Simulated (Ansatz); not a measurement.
# Formation energy and levels of the interstitial F_i (void) in SnO2 (P4_2/mnm)

Charge states of F_i (void) in SnO2 (P4_2/mnm), set against the band edges. Model: a cell of 72 host atoms with 1 F put in.

Calculated with Ansatz 0.2.0; place-levels on r2SCAN runs: charge-transition levels and formation energies with image-charge correction and potential alignment at the atomic sites; PAW set soft_1.

**Measured values to reproduce.**

For SnO2, rutile (bulk crystal), “Study on the Photocatalytic Properties of Flower-Shaped SnO2” (2022, pmc:9565917) quotes earlier work: band gap (experimental gap quoted from earlier work) 3.6 eV [literature value quoted in passing in the paper's theory part; sample, method and …].

### Step 1. The structure

The cell holds 73 atoms: 24 Sn, 48 O and 1 F. Its edges and angles: a = 9.516 Å, b = 9.516 Å, c = 9.602 Å, α = 90.0°, β = 90.0°, γ = 90.0°. It derives from SnO2 (space group P4_2/mnm). Nearest the centre at fractional (0.000, 0.250, 0.750): F73 at 0.00 Å, O17 at 1.90 Å, O15 at 1.90 Å, O54 at 1.90 Å, O52 at 1.90 Å, Sn32 at 2.51 Å, Sn14 at 2.51 Å, Sn49 at 2.51 Å.

Screening for the image-charge correction: ε∞ = (4.60, 4.60, 4.91), ε0 = (13.48, 13.48, 10.42), from a response run on this crystal (DFPT, PBEsol) at that run's own cell.

The cell's shortest repeat is 9.5 Å.

### Step 2. What was run first

Levels follow from differences of total energies between charge states, each relaxed by itself.

Random displacements of about 0.05 Å break the site symmetry at the start, so that the relaxation can reach a distorted minimum if there is one. Forces are taken at one point at (¼, ¼, ¼). The cell holds 1 electron more than the neutral one, with a uniform background that keeps it neutral on the whole.

The sampling was tested on the host first: at the k-points planned (1x1x1 shifted 0.25 0.25 0.25) its energy lies 0.000 eV an atom from the dense-mesh value, under the bound of 0.02 eV set for this test; that bounds the host's error, not the defect's.

One of the inputs; charge, spin and start change from state to state.

The input, qm1.relax/input.yaml:

```yaml
crystal:
  lattice:
    - [9.51550307, 0.0, 0.0]
    - [0.0, 9.51550307, 0.0]
    - [0.0, 0.0, 9.60204439]
  atoms:
    - { symbol: Sn, position: [0.25, 0.25, 0.16666667] }
    - { symbol: Sn, position: [0.0, 0.0, 0.0] }
[... 2 atom lines left out ...]
    - { symbol: O, position: [0.15297138, 0.15297138, 0.0] }
[... 1 atom line left out ...]
    - { symbol: Sn, position: [0.25, 0.25, 0.5] }
[... 1 atom line left out ...]
    - { symbol: O, position: [0.09702862, 0.40297138, 0.5] }
[... 3 atom lines left out ...]
    - { symbol: Sn, position: [0.25, 0.25, 0.83333333] }
    - { symbol: Sn, position: [0.0, 0.0, 0.66666667] }
    - { symbol: O, position: [0.09702862, 0.40297138, 0.83333333] }
[... 1 atom line left out ...]
    - { symbol: O, position: [0.15297138, 0.15297138, 0.66666667] }
    - { symbol: O, position: [0.34702862, 0.34702862, 0.66666667] }
[... 1 atom line left out ...]
    - { symbol: Sn, position: [0.0, 0.5, 0.0] }
[... 11 atom lines left out ...]
    - { symbol: Sn, position: [0.0, 0.5, 0.66666667] }
[... 9 atom lines left out ...]
    - { symbol: O, position: [0.84702862, 0.34702862, 0.0] }
    - { symbol: Sn, position: [0.75, 0.25, 0.5] }
[... 2 atom lines left out ...]
    - { symbol: O, position: [0.90297138, 0.09702862, 0.5] }
[... 2 atom lines left out ...]
    - { symbol: Sn, position: [0.75, 0.25, 0.83333333] }
[... 2 atom lines left out ...]
    - { symbol: O, position: [0.90297138, 0.09702862, 0.83333333] }
    - { symbol: O, position: [0.65297138, 0.15297138, 0.66666667] }
    - { symbol: O, position: [0.84702862, 0.34702862, 0.66666667] }
[... 15 atom lines left out ...]
    - { symbol: O, position: [0.90297138, 0.59702862, 0.83333333] }
[... 2 atom lines left out ...]
    - { symbol: F, position: [0.0, 0.25, 0.75] }
  host:
    repeats: [2, 2, 3]
    atoms:
      - { symbol: Sn, position: [0.5, 0.5, 0.5] }
      - { symbol: Sn, position: [0.0, 0.0, 0.0] }
      - { symbol: O, position: [0.19405723, 0.80594277, 0.5] }
      - { symbol: O, position: [0.80594277, 0.19405723, 0.5] }
      - { symbol: O, position: [0.30594277, 0.30594277, 0.0] }
      - { symbol: O, position: [0.69405723, 0.69405723, 0.0] }
total_charge: -1
basis:
  ecutwfc: 500
  xc_grid: 2
hamiltonian:
  xc: r2scan
  pseudopotentials: { kind: paw, azcp: { folder: soft_1 } }
kpoints:
  mp_grid: { grid: [1, 1, 1], shift: [0.25, 0.25, 0.25] }
scf:
  occupations: { method: fixed }
  max_iter: 60
output:
  forces: true
  charged_corrections:
    epsilon: [4.6, 4.6, 4.91]
    static_epsilon: [13.48, 13.48, 10.42]
    defect_position: [0.0, 0.25, 0.75]
relax:
  f_tol: 0.02
  max_steps: 80
  random_displacement: { amplitude: 0.05, seed: 6961 }
checkpoint:
  write: "../qm1.relax.run"
  compress: false
  write_wavefunctions: true
  write_every: 100000
```

Started as:

```sh
$ ansatz run input.yaml --threads 4 --pin off --max-ram 15073MiB --backend cpu --events-out ev --progress --plain --runs-dir out
```

The relaxed structure is kept and the sampling changed to a 2×2×2 shifted mesh.

The run of this state that the levels use, under r2SCAN:

The input, qm1.point/input.yaml:

```yaml
crystal:
  checkpoint: "../qm1.relax.run"
  host: checkpoint
total_charge: -1
basis:
  ecutwfc: 500
  xc_grid: 2
hamiltonian:
  xc: r2scan
  pseudopotentials: { kind: paw, azcp: { folder: soft_1 } }
kpoints:
  mp_grid: { grid: [2, 2, 2], shift: [0.5, 0.5, 0.5] }
scf:
  occupations: { method: fermi_dirac, width: 0.01 }
  max_iter: 60
output:
  forces: true
  eigenvalues: true
  charged_corrections:
    epsilon: [4.6, 4.6, 4.91]
    static_epsilon: [13.48, 13.48, 10.42]
    defect_position: [0.0, 0.25, 0.75]
  eigenstates: { localisation: true }
  populations: true
  band_densities: [{ bands: [v1, v1] }, { bands: [c1, c1] }]
  write_density: true
  write_potential: true
  volumetric_format: npy
checkpoint:
  read: "../qm1.relax.run"
  write: "../qm1.point.run"
  compress: false
  write_wavefunctions: false
  write_every: 100000
```

Relaxations under r2SCAN at one point at (¼, ¼, ¼); times on 4 threads of Intel Xeon Platinum 8259CL at 2.50GHz (Skylake/Cascade Lake), shared host:

| charge | moment (μB) | occupations | outcome | steps | largest displacement against the far atoms (Å) | time |
| --- | --- | --- | --- | --- | --- | --- |
| −1 | 0 | fixed | converged | 9 | 0.56 | 4.6 min |
| 0 | 1 | fixed | converged | 10 | 0.80 | 11 min |

Single points under r2SCAN at a 2×2×2 shifted mesh; times on 4 threads of Intel Xeon Platinum 8259CL at 2.50GHz (Skylake/Cascade Lake), shared host:

| charge | moment (μB) | occupations | outcome | time |
| --- | --- | --- | --- | --- |
| −1 | 0 | fermi-dirac | converged | 2.3 min |
| 0 | 1 | fermi-dirac | converged | 5.4 min |

Distances (Å) from F73 to the nearest atoms after relaxation with r2SCAN:

| charge | moment (μB) | 1. | 2. | 3. | 4. | 5. | 6. |
| --- | --- | --- | --- | --- | --- | --- | --- |
| −1 | 0 | Sn 2.24 | O 2.28 | Sn 2.28 | O 2.31 | O 2.32 | O 2.39 |
| 0 | 1 | O 2.08 | O 2.08 | Sn 2.36 | Sn 2.36 | O 2.47 | O 2.47 |

### Step 3. Placing the levels, r2SCAN

A charged cell interacts with its images and the background, and its potential has another zero than the host's. place-levels removes the first by a point-charge model, screened by the static dielectric constant since the ions have relaxed around the charge, and the second by comparing potentials at atoms far from the defect.

The host is a run of the defect-free crystal in the same cutoffs, grids and k-points, so that basis and sampling errors cancel in part in the differences. The host is run in a cell of 6 atoms on a matching mesh. Its band edges are searched through the zone by a band path, so the gap is smaller than, or equal to, that on the mesh. Chemical potentials are energies per atom of F (F2 molecule), run with the same functional and cutoff.

The input, levels.point.yaml:

```yaml
host:
  run: host.point.run
states: [qm1.point.run, q0_M1.point.run]
geometry_from:
  qm1.point.run: qm1.relax.run
  q0_M1.point.run: q0_M1.relax.run
  host.point.run: host.relax.run
chemical_potentials:
  F:
    energy: -806.862156
    dataset: "<sha256 of the dataset>"
epsilon: [4.6, 4.6, 4.91]
static_epsilon: [13.48, 13.48, 10.42]
vertical:
  - { from: qm1.point.run, to: qm1.point_neutral.run }
```

Started as:

```sh
$ ansatz place-levels levels.point.yaml -- --threads 4 --pin off --max-ram 15073MiB
```

Numbers of over 12 decimals in the logs are rounded to 6 here.

Output:

```text
[... repeated set-up lines and file paths are left out, and long positions are rounded to six places ...]
(0/-1) 0.736 eV above the valence edge, 1.059 eV under the conduction edge
formation energy of charge 0: +1.339 eV with the Fermi level at the valence edge
formation energy of charge -1: +2.075 eV with the Fermi level at the valence edge
vertical -1 to 0: no energy, since no alignment is typed
  the change from vertical[0].from (qm1.point.run) to vertical[0].to (qm1.point_neutral.run): by its potential at epsilon [4.6, 4.6, 4.91] it stands at 0.043 0.128 0.733, with an rms radius of about 4.4 Å (2.7 2.5 2.4 Å across the planes of the cell's [...]
  edges by r2scan, gap 1.795 eV; the host is sampled to repeats of 26.91 Å
  the defect's cells are sampled to repeats of 26.91 Å, like sampling
  charge 0: +0.000 eV for its dipole among its images, +0.000 omitted
  charge -1: -173026.6703 eV with its correction of +0.028 eV, at epsilon [13.48, 13.48, 10.42], aligned at sites: +0.1442 eV, mean over 36 atomic sites at or beyond 4.76 Å from the defect at [0.0000, 0.2500, 0.7500], with +0.000000 for the charge's moments [...]
  of states[1] (q0_M1.point.run): its displacements don't fall off away from the defect: farther atoms stand 0.017 Å off the host's places. [...]
  of states[0] (qm1.point.run): it parts from the run at its places by a charge that spreads by about 2.7 Å along one vector (1.6 Å or more is wide), by its potential at epsilon [4.6, 4.6, 4.91], taken for that of held ions (one typed too small widens it), [...]
  of vertical[0].from (qm1.point.run): its displacements don't fall off away from the defect: farther atoms stand 0.041 Å off the host's places. [...]
  vertical[0].to (qm1.point_neutral.run): levels filled in part (TS 0.004 eV): its energy is of no whole electron's
  of vertical[0].to (qm1.point_neutral.run): its displacements don't fall off away from the defect: farther atoms stand 0.041 Å off the host's places. [...]
```

Run time: 0.34 s. Hardware: 4 threads of Intel Xeon Platinum 8259CL at 2.50GHz (Skylake/Cascade Lake), shared host.

Levels between the charges placed, in eV above the valence top:

|  | gap (eV) | (0/−1) |
| --- | --- | --- |
| r2SCAN | 1.80 | 0.74 |

Corrections by state:

| charge | moment (μB) | image terms and alignment (eV) | band filling (eV) | ε used | over the lowest of its charge, as the program ranks them, band filling apart (eV) |
| --- | --- | --- | --- | --- | --- |
| 0 | 1.0 | 0.000 | - | - | 0.000 |
| −1 | 0.0 | 0.028 | - | principal values (10.42, 13.48, 13.48) | 0.000 |

The charged structures listed were also run neutral, and place-levels reads from each pair, by the potential or the spins, how wide the charge is by which they differ; that can be the carrier of either run.

| charge | rms radius (Å) | spread where it is widest against the cell (Å) | wide from (Å) | reading |
| --- | --- | --- | --- | --- |
| −1 | 4.4 | 2.70 | 1.65 | wide |

The neutral runs of these pairs need not share the spin of the lowest neutral state, and very wide values only mean spread over the cell.

From the program's caveats on the states, each cut to its opening words:

- charge 0 (1 μB): its displacements don't fall off away from the defect: farther atoms stand 0.017 Å off the host's places
- charge 0 (1 μB): flagged: stability check not made
- charge −1: it parts from the run at its places by a charge that spreads by about 2.7 Å along one vector (1.6 Å or more is wide), by its potential at epsilon [4.6, 4.6, [...]
- charge −1: its displacements don't fall off away from the defect: farther atoms stand 0.041 Å off the host's places

The host's formation energy from the elements is -1.867 eV per atom; it sets how far the chemical potentials can move.

Limit set by the element alone; other compounds of these elements are not counted. Chemical potentials from the elements' reference states: O 0.00 eV, Sn -5.60 eV, F 0.00 eV. Formation energy by charge state (O-rich; gap 1.80 eV):

| charge | at valence top (eV) | at conduction bottom (eV) | correction included (eV) |
| --- | --- | --- | --- |
| 0 | 1.34 | 1.34 | 0.00 |
| −1 | 2.08 | 0.28 | 0.03 |

```
Fermi level (eV)  lowest formation energy (eV)
            0.00                          1.34
            0.16                          1.34
            0.33                          1.34
            0.49                          1.34
            0.65                          1.34
            0.82                          1.26
            0.98                          1.10
            1.14                          0.93
            1.31                          0.77
            1.47                          0.61
            1.63                          0.44
            1.80                          0.28
```

Limit set by the element alone; other compounds of these elements are not counted. Chemical potentials from the elements' reference states: Sn 0.00 eV, O -2.80 eV, F 0.00 eV. Formation energy by charge state (Sn-rich; gap 1.80 eV):

| charge | at valence top (eV) | at conduction bottom (eV) | correction included (eV) |
| --- | --- | --- | --- |
| 0 | 1.34 | 1.34 | 0.00 |
| −1 | 2.08 | 0.28 | 0.03 |

```
Fermi level (eV)  lowest formation energy (eV)
            0.00                          1.34
            0.16                          1.34
            0.33                          1.34
            0.49                          1.34
            0.65                          1.34
            0.82                          1.26
            0.98                          1.10
            1.14                          0.93
            1.31                          0.77
            1.47                          0.61
            1.63                          0.44
            1.80                          0.28
```

### Step 4. The same at the relaxations' own k-points

The relaxations' own energies give the levels at their sampling, for comparison.

The input, levels.relax_mesh.yaml:

```yaml
host:
  run: host.relax.run
states: [qm1.relax.run, q0_M1.relax.run]
chemical_potentials:
  F:
    energy: -806.862156
    dataset: "<sha256 of the dataset>"
```

Started as:

```sh
$ ansatz place-levels levels.relax_mesh.yaml -- --threads 4 --pin off --max-ram 15073MiB
```

Output:

```text
(0/-1) 0.742 eV above the valence edge, 1.053 eV under the conduction edge
formation energy of charge 0: +1.332 eV with the Fermi level at the valence edge
formation energy of charge -1: +2.075 eV with the Fermi level at the valence edge
  edges by r2scan, gap 1.795 eV; the host is sampled to repeats of 13.46 Å
[... the lines on each state left out ...]
```

It took 0.14 s on 4 threads.

Levels between neighbouring charges, in eV above the valence top:

|  | gap (eV) | (0/−1) |
| --- | --- | --- |
| one point at (¼, ¼, ¼) | 1.80 | 0.74 |
| a 2×2×2 shifted mesh | 1.80 | 0.74 |

Going from one point at (¼, ¼, ¼) to a 2×2×2 shifted mesh moves the levels that carry no band-filling term by up to 0.01 eV and formation energies against the elements by up to 0.01 eV.

### Step 5. What came out

```yaml
gap_of_the_host: 1.80 eV (r2SCAN)
level_0_minus_1: 0.74 eV above the valence top
lowest_of_the_charges_placed_just_above_the_valence_top_0p02_ev: 0
lowest_of_the_charges_placed_just_below_the_conduction_bottom_0p02_ev: −1
lowest_formation_energy_at_mid_gap_of_the_charges_run_o_rich: 1.18 eV
lowest_formation_energy_at_mid_gap_of_the_charges_run_sn_rich: 1.18 eV
```

**Reading.** Of the charges placed (−1 and 0), the lowest changes at 0.74 eV (0/−1) above the valence top, in a gap of 1.80 eV. Charges above 0 and below −1 were not placed, so these runs say nothing of levels that involve them. States placed: 0 at 1 μB; −1 at 0 μB. Other spin states or structures, where not listed, weren't placed. F is taken at its element; compounds, which aren't counted here, bound the chemical potentials and would shift these formation energies. Going from one point at (¼, ¼, ¼) to a 2×2×2 shifted mesh moves the levels that carry no band-filling term by up to 0.01 eV and formation energies against the elements by up to 0.01 eV. Keep in mind: r2SCAN makes the gap too small and tends to spread out bound carriers; where a gas molecule sets a chemical potential or the host's formation energy, its binding is uncorrected; spin–orbit coupling, which can matter with heavy atoms, is left out.

Calculation against experiment:

```
                             quantity  measured           r2SCAN
band gap (least gap of the host) (eV)       3.6  1.80 (-1.80 eV)
```

Measured values from pmc:9565917 (2022).

Verdict: The band gap is off by -1.80 eV. Local and semilocal functionals usually give gaps below the measured ones. Spin-orbit coupling, left out here, can change the gap with such heavy elements. Zero-point and thermal motion shift the measured gap.

[Logs are printed without paths, hosts, clocks, repeated set-up lines and the standing remarks that a program may print on its own settings, such as how far it seeks lower states.]

[Hosts, paths, dates, database ids (printed as entryN), source tags and the programs' standing remarks are cut or masked in the printed files.]

[Where a table of states has a column of steps, it counts the stored structures, which are thinned; the runs took as many ionic steps or more.]

[A defect's name tells the site on which it was built; relaxed atoms can leave that site.]

[For some hosts the program warned that the k-mesh of the response run may be too coarse for force constants and the static dielectric constant; such warnings are not shown here.]
